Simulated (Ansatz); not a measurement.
# CrSi2P4 monolayer in a perpendicular field, part 3 of 3

Aim: how the CrSi2P4 monolayer screens a field along its normal, and what the field does to its bands. A positive field points along +c.

Ansatz 0.2.0; plane-wave DFT, PBE-D3(BJ), Ansatz PAW.

So far, gap along the path (eV): step 3 (atoms held, field 0) 0.423; step 4 (field 0.1 V/Å) 0.423.

**5. Atoms held, field -0.1 V/Å**

Contents of input.yaml:

```yaml
crystal:
  lattice:
    - [3.3671271635, 0.0, 0.0]
    - [-1.6835635817, 2.9160176613, 0.0]
    - [0.0, 0.0, 27.258163108]
  atoms:
    - { symbol: P, position: [0.0, 0.0, 0.3301763206] }
    - { symbol: Si, position: [0.3333333333, 0.6666666667, 0.3693494769] }
    - { symbol: P, position: [0.3333333333, 0.6666666667, 0.4518088422] }
    - { symbol: Cr, position: [0.0, 0.0, 0.5] }
    - { symbol: P, position: [0.3333333333, 0.6666666667, 0.5481911578] }
    - { symbol: Si, position: [0.3333333333, 0.6666666667, 0.6306505231] }
    - { symbol: P, position: [0.0, 0.0, 0.6698236794] }
kpoints:
  mp_grid: { grid: [18, 18, 1] }
  band_path:
    path: [[0, 0, 0], [0.5, 0, 0], [0.33333333, 0.33333333, 0], [0, 0, 0]]
    npoints: 16
hamiltonian:
  xc: pbe
  dispersion: d3bj
scf:
  occupations: { method: fermi_dirac, width: 0.02585 }
  convergence: { dr2_threshold: 1.0e-10 }
efield:
  axis: 3
  dipole_correction: true
  ramp_position: 0.97
  ramp_width: 0.06
  amplitude: -0.1
output:
  write_potential: true
  write_density: true
  volumetric_format: npy
```

Run with:

```
> ansatz run input.yaml --threads 2 --pin off --max-ram 3072MiB --backend cpu --events-out ev --progress --plain --runs-dir out
```

Numbers of over 12 decimals in the logs are rounded to 6 here.

Output:

```text
[...]
Crystal: 7 atoms, lattice volume = 267.637 Å³
Basis set: ecut = 420 eV, 5287 PW (Γ)
Bands: 28, of which v1, the nominal top of the filled ones, is band 21 counted from 1 (20 counted from 0)
Symmetry: 6 space group operations
k-points: 37 of 324 (time reversal used)
[...]
k-point 0: bands = [... 17 lower, 0.3566, 0.4234, 0.4234, 0.7308, 3.6187, 3.6187, 3.7909, 3.7909, ... 3 higher]
  k-point 1: bands = [... 17 lower, 0.1901, 0.2547, 0.3275, 0.7452, 3.4656, 3.6028, 3.6735, 3.7606, ... 3 higher]
  k-point 2: bands = [... 17 lower, -0.0040, 0.0633, 0.0928, 0.7136, 3.1240, 3.1814, 3.6120, 3.7968, ... 3 higher]
  k-point 36: bands = [... 17 lower, -1.8699, -0.7887, -0.1704, 0.6398, 1.1678, 1.9456, 2.0629, 2.8941, ... 3 higher]
[key lines of the parts left out:]
SCF converged after 19 iterations
Free energy (F): -7675.951534 eV
Fermi energy:    0.973419 eV
Dipole field:    D = -0.040984 V/Å  (p = -0.060617 e·Å, saw-weighted, corrected)
```

Elapsed: 27 s, on 2 threads of Intel Xeon Platinum 8375C at 2.90GHz (Ice Lake), shared host; peak memory 0.69 GiB.

The dipole is -0.0606 e·Å, and the gap 0.423 eV.

**6. Response, atoms held**

This step: plane-wave DFT, PBE-D3(BJ), Ansatz PAW; response to a field along the normal, atoms held (Ansatz 0.2.0).

The dipoles give the slope, and the difference of two potentials shows where the field is screened.

Numbers from this step:

| Property | Result |
| --- | --- |
| equivalent conductor thickness p/(ε₀AE) | 11.17 Å |
| distance between the outer atoms | 9.258 Å |

Dipole of the cell against applied field:

```
applied field (V/Å)  dipole of the cell (e·Å)
            -0.1000                   -0.0606
             0.0000                    4.1e-7
             0.1000                    0.0606
```

Local field over the applied field, running mean. From the potentials at -0.1 and 0.1 V/Å; running mean over 2.5 Å. The local field over applied field by z:

z (Å), local field over applied field and a bar:
```
      4.5      0.998 ##############################
      5.0      0.995 ##############################
      5.5      0.985 ##############################
      6.0      0.960 #############################
      6.5      0.899 ###########################
      7.0      0.779 #######################
      7.5      0.610 ##################
      8.0      0.431 ############
      8.5      0.256 #######
      9.0      0.122 ###
      9.5      0.065 #
     10.0      0.061 #
     10.5      0.069 #
     11.0      0.086 ##
     11.5      0.086 ##
     12.0      0.068 #
     12.5      0.053 #
     13.0      0.042 
     13.5      0.029 
     14.0      0.035 
     14.5      0.048 #
     15.0      0.059 #
     15.5      0.077 #
     16.0      0.089 ##
     16.5      0.077 #
     17.0      0.064 #
     17.5      0.060 #
     18.0      0.083 ##
     18.5      0.178 #####
     19.0      0.339 ##########
     19.5      0.518 ###############
     20.0      0.695 #####################
     20.5      0.844 #########################
     21.0      0.935 ############################
     21.5      0.975 #############################
     22.0      0.991 ##############################
     22.5      0.997 ##############################
     23.0      0.999 ##############################
```

The induced electron density oscillates, so the rows of the table below give means over windows of 0.5 Å about each position, cut where the curve ends. Its maxima inside the range that stand out by 2 % of the span (Å: e/Å³ per V/Å): 7.95: 0.00372, 9.37: 8.5e-4, 11.07: 4.9e-4, 12.21: 9.2e-4, 14.34: 4.4e-4, 15.62: 1.2e-4, 17.04: 0.00146, 18.31: -4.0e-4. Its minima: 8.94: 4.0e-4, 10.22: -0.00146, 11.64: -1.2e-4, 12.92: -4.4e-4, 15.05: -9.2e-4, 16.18: -4.9e-4, 17.89: -8.5e-4, 19.31: -0.00372.

Electrons, planar mean, per unit field. Table of induced electron density by z; means over each step:

```
z (Å)  induced electron density (e/Å³ per V/Å)
  4.5                                   7.1e-6
  5.0                                   2.2e-5
  5.5                                   6.9e-5
  6.0                                   2.0e-4
  6.5                                   5.4e-4
  7.0                                  0.00132
  7.5                                  0.00273
  8.0                                  0.00352
  8.5                                  0.00178
  9.0                                   5.6e-4
  9.5                                   5.1e-4
 10.0                                 -0.00104
 10.5                                  -6.5e-4
 11.0                                   4.0e-4
 11.5                                   5.2e-5
 12.0                                   4.5e-4
 12.5                                   4.9e-4
 13.0                                  -3.4e-4
 13.5                                  -9.1e-5
 14.0                                   2.6e-4
 14.5                                   9.0e-5
 15.0                                  -7.5e-4
 15.5                                  -6.8e-5
 16.0                                  -2.9e-4
 16.5                                  -1.0e-4
 17.0                                  0.00121
 17.5                                   2.8e-4
 18.0                                  -7.0e-4
 18.5                                  -7.8e-4
 19.0                                 -0.00292
 19.5                                 -0.00337
 20.0                                 -0.00199
 20.5                                  -8.8e-4
 21.0                                  -3.3e-4
 21.5                                  -1.2e-4
 22.0                                  -4.0e-5
 22.5                                  -1.3e-5
 23.0                                  -4.5e-6
```

The smaller of the gaps on the path and on the k-mesh, counted as 0 under 0.03 eV. The gap stays at 0.423 eV for applied field from -0.1 to 0.1 V/Å.

By hand: between -0.1 and 0.1 V/Å the dipole changes by 0.1212 e·Å, a slope of 0.6062 e·Å²/V. A perfect conductor of thickness t has p = ε₀AEt, so t = 180.95 × 0.6062 / 9.819 = 11.17 Å (e/ε₀ = 180.95 V·Å, A in Å²).

The induced dipole is that of a conductor 11.17 Å thick.

**7. Outcome**

```json
{
 "gap without field": "0.423 eV",
 "ionisation energy, upper face": "5.42 eV",
 "electron affinity, upper face": "5.00 eV",
 "equivalent conductor thickness, atoms held": "11.2 Å"
}
```

In words: The induced dipole equals that of a perfect conductor 11.17 Å thick, while the outer atoms lie 9.26 Å apart; an out-of-plane ε follows only once a thickness t is chosen, by 1 − 1/ε = 11.17 Å / t. The gap stays within 0.01 eV of 0.42 eV over the fields run, up to 0.1 V/Å in size. Semilocal functionals give gaps that are too small, and excitons are not included. The first relaxation ran with spin and lost its moment, and the later runs have none; other magnetic states were not tried. The outer anions sit over the metal atoms, one of several polytypes of such layers and not the lowest for every compound.

[Logs are printed without paths, hosts, clocks, repeated set-up lines and the standing remarks that a program may print on its own settings, such as how far it seeks lower states.]

[Hosts, paths, dates, database ids (printed as entryN), source tags and the programs' standing remarks are cut or masked in the printed files.]

[Maps of the electrostatic potential energy from Ansatz leave out the sawtooth potential of an applied field or a dipole correction, so their vacuum need not be flat; planar profiles and work functions include it.]
